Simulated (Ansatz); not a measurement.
# Work function of Na(100): what the settings cost and change

Aim: the numerical settings behind the work function of Na(100), with the cost of each.

Method: plane-wave DFT, PBE, Ansatz PAW, in Ansatz 0.2.0.

## (1) Set-up

The cell holds 7 atoms: 7 Na. Its edges and angles: a = 4.230 Å, b = 4.230 Å, c = 30.690 Å, α = 90.0°, β = 90.0°, γ = 90.0°. Vacuum lies along c.

## (2) Run, setting cutoff 200 eV

A work function rests on the faint tail of the density, so the SCF threshold is tight. The cutoff is raised first; then mesh and smearing are varied at the default cutoff.

The input, input.yaml:

```yaml
crystal:
  lattice:
    - [4.23, 0.0, 0.0]
    - [0.0, 4.23, 0.0]
    - [0.0, 0.0, 30.69]
  atoms:
    - { symbol: Na, position: [0.0, 0.0, 0.293255132] }
    - { symbol: Na, position: [0.5, 0.5, 0.362170088] }
    - { symbol: Na, position: [0.0, 0.0, 0.431085044] }
    - { symbol: Na, position: [0.5, 0.5, 0.5] }
    - { symbol: Na, position: [0.0, 0.0, 0.568914956] }
    - { symbol: Na, position: [0.5, 0.5, 0.637829912] }
    - { symbol: Na, position: [0.0, 0.0, 0.706744868] }
kpoints:
  mp_grid: { grid: [10, 10, 1] }
hamiltonian:
  xc: pbe
scf:
  occupations: { method: fermi_dirac, width: 0.1 }
  convergence: { dr2_threshold: 1.0e-09 }
efield:
  axis: 3
  dipole_correction: true
  ramp_position: 0.97
  ramp_width: 0.06
basis:
  ecutwfc: "200 eV"
output:
  write_potential: true
  write_density: true
  volumetric_format: npy
  elf: true
```

Started as:

```bash
$ ansatz run input.yaml --threads 2 --pin off --max-ram 3072MiB --backend cpu --events-out ev --progress --plain --runs-dir out
```

Numbers of over 12 decimals in the logs are rounded to 6 here.

The program printed:

```text
Warning: basis.ecutwfc = 200 eV is below the records' recommended 420 eV, and the density's cutoff is lower with it unless basis.ecutrho_ratio is high enough to keep the records' density cutoff: compare with a run at a higher cutoff
Engine: ansatz 0.2.0, aarch64-unknown-linux-gnu
Pseudopotentials: kind: paw
Pseudopotential: Na, paw, valence charge 9, recommended cutoff 420 eV (normal), Na.paw.azcp
Functional definition: PBE
  parameter kappa = 0.804
  parameter beta = 0.066725
  exchange = pbe_x(kappa = kappa, mu = beta*pi^2/3)
  correlation = pbe_c(beta = beta)
Crystal: 7 atoms, lattice volume = 549.133 Å³
Basis set: ecut = 200 eV, 3459 PW (Γ)
Bands: 39, of which v1, the nominal top of the filled ones, is band 32 counted from 1 (31 counted from 0)
Symmetry: 8 space group operations
k-points: 21 of 100
Non-local potential: Na, projectors of the file, l = 0: 3, l = 1: 2, l = 2: 1
PAW form: soft (Blöchl's): semilocal exchange-correlation on the pseudo side does not see the compensation charge
PAW one-centre angular grid: Na, 110 points (default); XC on 64 Gauss nodes
Initial density: superposition of atomic densities (neutral atoms: chi_scale 0, normalization atom), corrected by the library's trained network
Initial wavefunctions: pseudopotential atomic-orbital guess
Functional: x = pbe(κ = 0.804, μ = 0.219515), c = pbe(β = 0.066725)
SCF iter   1: F=—  HF=-10384.992740 eV  |F-HF|=—  |Δ(HF+E_count)|=         —  Δρ=2.66e-2  dr2=1.62e0  ethr=1.77e-3  p=0.000 e·Å  D=2.12e-14 V/Å  ΔV_dip=-0.00 eV  dr2_dipole=2.14e-10  V_vac-E_F(+/−)=2.72/2.72 eV  ⟨swp⟩=9.3  Hψ=4117  notcnv=0
efield: sawtooth ramp at fractional position 0.9700 (set: `efield.ramp_position`, or a place that a band, a saddle search or an elastic batch's reference lends), width 0.0600; the density the first Hamiltonian is built on has a dipole p = 0.000 e·Å; the dipole correction subtracts the counter field D = 2.12e-14 V/Å, which shifts the + side's vacuum level by -0.00 eV against the − side's; the planar-averaged density in the ramp window peaks in size at 1.4e-5 e/Å³
preconditioner: auto → LDOS  [metal: Δε(μ)=0.044 eV  Ē_g=2.921 eV  σ=0.100 eV  W_gap=0.11  n_scr=62 (ndim 8)  ℏωp=4.2 eV  f_vac=0.472  D(μ)=3.78/eV (n_scr^D=10)  β→1.0]
SCF iter   2: F=—  HF=-10384.344512 eV  |F-HF|=—  |Δ(HF+E_count)|=   6.48e-1  Δρ=1.56e-2  dr2=5.84e-1  ethr=1.77e-3  p=-0.000 e·Å  D=-4.57e-6 V/Å  ΔV_dip=0.00 eV  dr2_dipole=4.51e-9  V_vac-E_F(+/−)=2.80/2.80 eV  ⟨swp⟩=2.2  Hψ=1814  notcnv=0
SCF iter   3: F=—  HF=-10383.838440 eV  |F-HF|=—  |Δ(HF+E_count)|=   5.06e-1  Δρ=8.93e-4  dr2=7.28e-3  ethr=9.28e-4  p=-0.000 e·Å  D=-1.94e-6 V/Å  ΔV_dip=0.00 eV  dr2_dipole=3.76e-10  V_vac-E_F(+/−)=2.76/2.76 eV  ⟨swp⟩=2.0  Hψ=1638  notcnv=0
SCF iter   4: F=—  HF=-10383.837718 eV  |F-HF|=—  |Δ(HF+E_count)|=   7.21e-4  Δρ=6.27e-5  dr2=1.70e-4  ethr=1.16e-5  p=-0.000 e·Å  D=-9.19e-7 V/Å  ΔV_dip=0.00 eV  dr2_dipole=5.26e-11  V_vac-E_F(+/−)=2.76/2.76 eV  ⟨swp⟩=1.3  Hψ=826  notcnv=0
SCF iter   5: F=—  HF=-10383.837712 eV  |F-HF|=—  |Δ(HF+E_count)|=   6.32e-6  Δρ=2.06e-5  dr2=5.75e-6  ethr=2.71e-7  p=-0.000 e·Å  D=-3.96e-7 V/Å  ΔV_dip=0.00 eV  dr2_dipole=4.13e-13  V_vac-E_F(+/−)=2.76/2.76 eV  ⟨swp⟩=1.7  Hψ=837  notcnv=0
SCF iter   6: F=—  HF=-10383.837713 eV  |F-HF|=—  |Δ(HF+E_count)|=   9.58e-7  Δρ=5.64e-6  dr2=5.84e-7  ethr=9.13e-9  p=-0.000 e·Å  D=-2.32e-7 V/Å  ΔV_dip=0.00 eV  dr2_dipole=1.06e-12  V_vac-E_F(+/−)=2.76/2.76 eV  ⟨swp⟩=2.0  Hψ=1397  notcnv=0
SCF iter   7: F=—  HF=-10383.837713 eV  |F-HF|=—  |Δ(HF+E_count)|=   7.67e-8  Δρ=3.72e-6  dr2=5.58e-8  ethr=9.28e-10  p=-0.000 e·Å  D=-8.97e-8 V/Å  ΔV_dip=0.00 eV  dr2_dipole=1.15e-12  V_vac-E_F(+/−)=2.76/2.76 eV  ⟨swp⟩=2.0  Hψ=1439  notcnv=0
SCF iter   8: F=—  HF=-10383.837713 eV  |F-HF|=—  |Δ(HF+E_count)|=   1.75e-8  Δρ=4.19e-7  dr2=2.74e-9  ethr=8.86e-11  p=-0.000 e·Å  D=-2.91e-8 V/Å  ΔV_dip=0.00 eV  dr2_dipole=6.30e-14  V_vac-E_F(+/−)=2.75/2.76 eV  ⟨swp⟩=2.0  Hψ=1499  notcnv=0
SCF iter   9: F=-10383.837713 eV  HF=-10383.837713 eV  |F-HF|=2.16e-10  |Δ(HF+E_count)|=   1.66e-9  Δρ=9.21e-8  dr2=4.02e-10  ethr=1.59e-12  p=-0.000 e·Å  D=-4.94e-9 V/Å  ΔV_dip=0.00 eV  dr2_dipole=1.08e-15  V_vac-E_F(+/−)=2.75/2.76 eV  ⟨swp⟩=5.3  Hψ=2137  notcnv=0
WARN: efield: at this solve's end the planar-averaged density reaches 2.33e-5 e/Å³ inside the ramp window [0.9374, 0.0626] (bound 1e-5 e/Å³); by the running means of the window's planes the mean density over a ramp is at most 1.56e-5 e/Å³, which is held to the bound (the quickstart, § The vacuum guard, A window that rings); the window's nearer edge stands 7.08 Å from this solve's nearest atom along the axis. Its work [...]
SCF 1 converged in 9 iterations: F = -10383.837713 eV  dr2 = 4.02e-10
  greatest PAW one-centre occupation: 1.088 electrons in one spin orbital (limit 2), on the Na atom at site 1 (counted from 0), in its partial waves of l = 1
WARN: The output density's exchange-correlation potential varies sharply where the density is thin. Do not read a vacuum level from v_tot or v_xc, or from such a field of the output density. On a cell that repeats whose density bears no net charge and no dipole along the vacuum's axis use v_es (v_loc + v_h of the components); under efield.dipole_correction with no amplitude use v_es + v_field, which holds any externa [...]
SCF converged after 9 iterations
Free energy (F): -10383.837713 eV
Harris-Foulkes:  -10383.837713 eV  (|F-HF|=2.16e-10)
Internal energy: -10383.710447 eV  (E = F + TS)
E sigma→0 (E₀):  -10383.774080 eV
Entropy (-TS):   -0.127266 eV (-18.181 meV/atom)
Fermi energy:    -0.580659 eV
Dipole field:    D = -0.000000 V/Å  (p = -0.000000 e·Å, saw-weighted, corrected)
Work function:   Φ+ = 2.7547 eV   Φ− = 2.7554 eV
Levels:          The Fermi level and band energies are counted from a zero that moves with the ramp; work functions are not
Vacuum region:   at the solve's end the planar-averaged density reaches 2.33e-5 e/Å³ inside the ramp window [0.9374, 0.0626] (bound 1e-5 e/Å³); by the running means of the window's planes the mean density over a ramp is at most 1.56e-5 e/Å³, which is held to the bound (the quickstart, § The vacuum guard, A window that rings)
--- Per-component energies (eV) ---
  E_band       = -1894.523037
  E_kinetic    = 916.643200
  E_local      = -38026.914220  (includes V_loc(G=0)·N_el)
  E_nonlocal   = 751.407684
  E_hartree    = 17575.872424
  E_xc         = -281.487112
  E_vxc        = -362.021258  (∫ρ·V_xc dr)
  E_paw        = -1853.629546  (= ΣΔE_a)
  E_vpaw       = -325.382209  (= ΣTr[D̂ρ^β])
  E_aug_tail   = 0.003025  (compensation charges beyond the density's cutoff)
  E_efield     = 0.000000  (sawtooth field / dipole correction)
  E_vefield    = 0.000000  (∫n·V_field dr)
  E_ewald      = 10534.394098
  E_smearing   = -0.127266  (= −TS)
  E_closure    = 0.000000  (closes the sum)
  Σ components = -10383.837713   (vs F -10383.837713, Δ=0.00e0)
--- Band table (eV; the first three rows and the last of 21) ---
  k-point 0: bands = [... 28 lower, -3.6990, -3.3067, -2.6615, -1.8069, -0.8322, 0.1508, 1.0616, 1.8259, ... 3 higher]
  k-point 1: bands = [... 28 lower, -3.6127, -3.2210, -2.5767, -1.7231, -0.7497, 0.2309, 1.1405, 1.9045, ... 3 higher]
  k-point 2: bands = [... 28 lower, -3.3541, -2.9638, -2.3221, -1.4716, -0.5023, 0.4702, 1.3481, 1.6142, ... 3 higher]
  k-point 20: bands = [... 28 lower, 0.2738, 0.2738, 0.6314, 0.6314, 0.7011, 0.7487, 1.0302, 1.1933, ... 3 higher]
```

The job ended after 20 s (2 threads of Arm Neoverse N1, shared host; peak memory 0.43 GiB; 33 s of CPU time).

Reading the cycles: dr2 is the Hartree energy of the density residual (eV), the measure of convergence; HF is the Harris–Foulkes estimate of the energy, which meets the free energy F at convergence.

Numbers from this step:

* energy at zero smearing: -10383.7741 eV
* work function, upper face: 2.755 eV

Running mean over 2.115 Å of the planar mean; the ramp of the sawtooth is left out. Electron's electrostatic potential energy less the Fermi level against z:

```
z (Å)  electron's electrostatic potential energy less the Fermi level (eV)
  3.5                                                                 2.74
  4.0                                                                 2.74
  4.5                                                                 2.73
  5.0                                                                 2.72
  5.5                                                                 2.69
  6.0                                                                 2.63
  6.5                                                                 2.52
  7.0                                                                 2.27
  7.5                                                                 1.72
  8.0                                                                0.494
  8.5                                                               -0.539
  9.0                                                               -0.849
  9.5                                                               -0.900
 10.0                                                               -0.870
 10.5                                                               -0.838
 11.0                                                               -0.827
 11.5                                                               -0.832
 12.0                                                               -0.835
 12.5                                                               -0.832
 13.0                                                               -0.824
 13.5                                                               -0.819
 14.0                                                               -0.821
 14.5                                                               -0.827
 15.0                                                               -0.832
 15.5                                                               -0.833
 16.0                                                               -0.829
 16.5                                                               -0.823
 17.0                                                               -0.819
 17.5                                                               -0.822
 18.0                                                               -0.829
 18.5                                                               -0.835
 19.0                                                               -0.834
 19.5                                                               -0.828
 20.0                                                               -0.831
 20.5                                                               -0.856
 21.0                                                               -0.893
 21.5                                                               -0.888
 22.0                                                               -0.706
 22.5                                                              0.00935
 23.0                                                                 1.34
 23.5                                                                 2.12
 24.0                                                                 2.44
 24.5                                                                 2.60
 25.0                                                                 2.67
 25.5                                                                 2.71
 26.0                                                                 2.73
 26.5                                                                 2.74
 27.0                                                                 2.74
```

Electrostatic potential energy in the ca plane at fractional y = 0.000, with atoms of Na within 0.2 Å of it. With pseudopotentials it is smooth inside the atoms' cores, unlike the true potential.

Ten even steps from '0' (-48 eV) to '9' (2 eV), each cell a mean:
```
99998610279999998400489999997201689999999999
99999865789999999866899999998756899999999999
99999998999999999988999999999988999999999999
99999999999999999999999999999999999999999999
99999999999999999999999999999999999999999999
99999999999999999999999999999999999999999999
99999999999999999999999999999999999999999999
99999999999999999999999999999999999999999999
99999887899999999887899999999878899999999999
99999731489999998622689999998513789999999999
99998500179999998300389999997100589999999999
```
Columns run along c (16.0 Å, from fractional 0.35 to 0.87 of the cell; values clipped at the 3rd and 97th percentile), rows up along a (4.2 Å). Atoms in or near the plane, at fractional coordinates: Na at (0.43, 0.00), Na at (0.57, 0.00), Na at (0.71, 0.00).

ELF in the ca plane at fractional y = 0.000, with atoms of Na within 0.2 Å of it. It is the smooth field of the valence electrons, not physical close to the nuclei.

Ten even steps from '0' (0.00) to '9' (0.59), each cell a mean:
```
36320697951245221988921265314979801000000000
45421168512245220377302255231587200000000000
66522111122466522111122566532111110100000000
65553222224665652222224656753332112100000000
66566443456655565444456556786544442100000000
66556565656555566565565556677777642100000000
65565222235655664222246556774332132100000000
76642211222565632211223556633211211100000000
56522134212255321133112356331243110000000000
35320499931245220799712255312899501000000000
35321874860245212955931254306947911000000000
```
Columns run along c (16.0 Å, from fractional 0.35 to 0.87 of the cell), rows up along a (4.2 Å). Atoms in or near the plane, at fractional coordinates: Na at (0.43, 0.00), Na at (0.57, 0.00), Na at (0.71, 0.00).

Valence density in the ca plane at fractional y = 0.000, with atoms of Na within 0.2 Å of it. It is the smooth field of the valence electrons, not physical close to the nuclei.

Values in units of 1e0 e/Å³, 6 rows by 16 columns, each cell a mean:
```
0.0 0.1 4.8 0.7 0.0 0.0 3.4 2.2 0.0 0.0 1.7 3.9 0.0 0.0 0.0 0.0
0.0 0.0 0.1 0.0 0.0 0.0 0.1 0.0 0.0 0.0 0.0 0.1 0.0 0.0 0.0 0.0
0.0 0.0 0.0 0.0 0.0 0.0 0.0 0.0 0.0 0.0 0.0 0.0 0.0 0.0 0.0 0.0
0.0 0.0 0.0 0.0 0.0 0.0 0.0 0.0 0.0 0.0 0.0 0.0 0.0 0.0 0.0 0.0
0.0 0.0 0.3 0.1 0.0 0.0 0.2 0.1 0.0 0.0 0.1 0.2 0.0 0.0 0.0 0.0
0.0 0.1 8.5 1.3 0.0 0.0 6.1 3.9 0.0 0.0 3.1 6.8 0.0 0.0 0.0 0.0
```
Columns run along c (16.0 Å, from fractional 0.35 to 0.87 of the cell), rows up along a (4.2 Å). Atoms in or near the plane, at fractional coordinates: Na at (0.43, 0.00), Na at (0.57, 0.00), Na at (0.71, 0.00).

The work function is 2.755 eV.

## (3) Run

input.yaml: that of step 2 with these lines changed.

```diff
@@ -26,3 +26,3 @@
 basis:
-  ecutwfc: "200 eV"
+  ecutwfc: "300 eV"
 output:
@@ -31,2 +31 @@
   volumetric_format: npy
-  elf: true
```

The program printed:

```text
[...]
Crystal: 7 atoms, lattice volume = 549.133 Å³
Basis set: ecut = 300 eV, 6427 PW (Γ)
Bands: 39, of which v1, the nominal top of the filled ones, is band 32 counted from 1 (31 counted from 0)
Symmetry: 8 space group operations
k-points: 21 of 100
[...]
k-point 1: bands = [... 28 lower, -3.5501, -3.1580, -2.5145, -1.6633, -0.6964, 0.2744, 1.1864, 1.9638, ... 3 higher]
  k-point 2: bands = [... 28 lower, -3.2914, -2.9009, -2.2597, -1.4115, -0.4489, 0.5132, 1.3919, 1.6692, ... 3 higher]
  k-point 20: bands = [... 28 lower, 0.3301, 0.3301, 0.6847, 0.6847, 0.7650, 0.8121, 1.0929, 1.2535, ... 3 higher]
[key lines of the parts left out:]
SCF converged after 9 iterations
Free energy (F): -10404.136485 eV
Fermi energy:    -0.522212 eV
Dipole field:    D = -0.000000 V/Å  (p = -0.000000 e·Å, saw-weighted, corrected)
Work function:   Φ+ = 2.6647 eV   Φ− = 2.6647 eV
```

Run time: 37 s. Hardware: 2 threads; peak memory 0.58 GiB; 51 s of CPU time.

The work function is 2.665 eV, -0.090 eV from the run “cutoff 200 eV”, at 1.6 times its CPU time.

## (4) Slab

input.yaml: that of step 3 with these lines changed.

```diff
@@ -26,3 +26,3 @@
 basis:
-  ecutwfc: "300 eV"
+  ecutwfc: "420 eV"
 output:
```

The program printed:

```text
[...]
Crystal: 7 atoms, lattice volume = 549.133 Å³
Basis set: ecut = 420 eV, 10587 PW (Γ)
Bands: 39, of which v1, the nominal top of the filled ones, is band 32 counted from 1 (31 counted from 0)
Symmetry: 8 space group operations
k-points: 21 of 100
[...]
k-point 1: bands = [... 28 lower, -3.5499, -3.1576, -2.5140, -1.6628, -0.6960, 0.2750, 1.1884, 1.9669, ... 3 higher]
  k-point 2: bands = [... 28 lower, -3.2912, -2.9004, -2.2592, -1.4110, -0.4486, 0.5139, 1.3936, 1.6701, ... 3 higher]
  k-point 20: bands = [... 28 lower, 0.3312, 0.3312, 0.6859, 0.6859, 0.7651, 0.8122, 1.0932, 1.2538, ... 3 higher]
[key lines of the parts left out:]
SCF converged after 8 iterations
Free energy (F): -10404.467642 eV
Fermi energy:    -0.521525 eV
Dipole field:    D = -0.000000 V/Å  (p = -0.000001 e·Å, saw-weighted, corrected)
Work function:   Φ+ = 2.6652 eV   Φ− = 2.6652 eV
```

Elapsed: 53 s, on 2 threads; peak memory 0.83 GiB.

The work function is 2.665 eV, -0.089 eV from the run “cutoff 200 eV”, at 2.7 times its CPU time.

## (5) Slab

input.yaml: that of step 4 with these lines changed.

```diff
@@ -26,3 +26,3 @@
 basis:
-  ecutwfc: "420 eV"
+  ecutwfc: "600 eV"
 output:
```

The program printed:

```text
[...]
Crystal: 7 atoms, lattice volume = 549.133 Å³
Basis set: ecut = 600 eV, 18343 PW (Γ)
Bands: 39, of which v1, the nominal top of the filled ones, is band 32 counted from 1 (31 counted from 0)
Symmetry: 8 space group operations
k-points: 21 of 100
[...]
k-point 1: bands = [... 28 lower, -3.5496, -3.1573, -2.5137, -1.6626, -0.6959, 0.2751, 1.1883, 1.9657, ... 3 higher]
  k-point 2: bands = [... 28 lower, -3.2909, -2.9001, -2.2589, -1.4108, -0.4484, 0.5140, 1.3935, 1.6702, ... 3 higher]
  k-point 20: bands = [... 28 lower, 0.3313, 0.3313, 0.6860, 0.6860, 0.7654, 0.8125, 1.0935, 1.2541, ... 3 higher]
[key lines of the parts left out:]
SCF converged after 9 iterations
Free energy (F): -10404.472787 eV
Fermi energy:    -0.521316 eV
Dipole field:    D = 0.000000 V/Å  (p = 0.000000 e·Å, saw-weighted, corrected)
Work function:   Φ+ = 2.6653 eV   Φ− = 2.6653 eV
```

Elapsed: 96 s, on 2 threads; peak memory 1.3 GiB; 2.7 min of CPU time.

The work function is 2.665 eV, +0.000 eV from the run “cutoff 420 eV”, at 1.9 times its CPU time.

## (6) Slab

input.yaml: that of step 5 with these lines changed.

```diff
@@ -14,3 +14,3 @@
 kpoints:
-  mp_grid: { grid: [10, 10, 1] }
+  mp_grid: { grid: [2, 2, 1] }
 hamiltonian:
@@ -25,4 +25,2 @@
   ramp_width: 0.06
-basis:
-  ecutwfc: "600 eV"
 output:
```

The program printed:

```text
[...]
Crystal: 7 atoms, lattice volume = 549.133 Å³
Basis set: ecut = 420 eV, 10587 PW (Γ)
Bands: 39, of which v1, the nominal top of the filled ones, is band 32 counted from 1 (31 counted from 0)
Symmetry: 8 space group operations
k-points: 3 of 4
[...]
Work function:   Φ+ = 2.7842 eV   Φ− = 2.7842 eV
[...]
--- Band table (eV) ---
  k-point 0: bands = [... 28 lower, -3.6095, -3.1998, -2.6320, -1.7709, -0.8002, 0.1555, 1.0675, 1.8517, ... 3 higher]
  k-point 1: bands = [... 28 lower, -1.4953, -1.4775, -1.1189, -1.0565, -0.5922, -0.4806, 0.2047, 0.4102, ... 3 higher]
  k-point 2: bands = [... 28 lower, 0.3583, 0.3583, 0.7309, 0.7309, 0.7958, 0.8376, 1.1564, 1.2522, ... 3 higher]
[key lines of the parts left out:]
SCF converged after 11 iterations
Free energy (F): -10403.870425 eV
Fermi energy:    -0.628247 eV
Dipole field:    D = -0.000000 V/Å  (p = -0.000001 e·Å, saw-weighted, corrected)
```

Wall time 8.1 s (2 threads); peak memory 0.56 GiB; 9.5 s of CPU time.

The work function is 2.784 eV, +0.119 eV from the run “cutoff 420 eV”, at 0.11 times its CPU time.

(Part 1 of 2 ends here.)

[Logs are printed without paths, hosts, clocks, repeated set-up lines and the standing remarks that a program may print on its own settings, such as how far it seeks lower states.]

[Hosts, paths, dates, database ids (printed as entryN), source tags and the programs' standing remarks are cut or masked in the printed files.]

[Maps of the electrostatic potential energy from Ansatz leave out the sawtooth potential of an applied field or a dipole correction, so their vacuum need not be flat; planar profiles and work functions include it.]
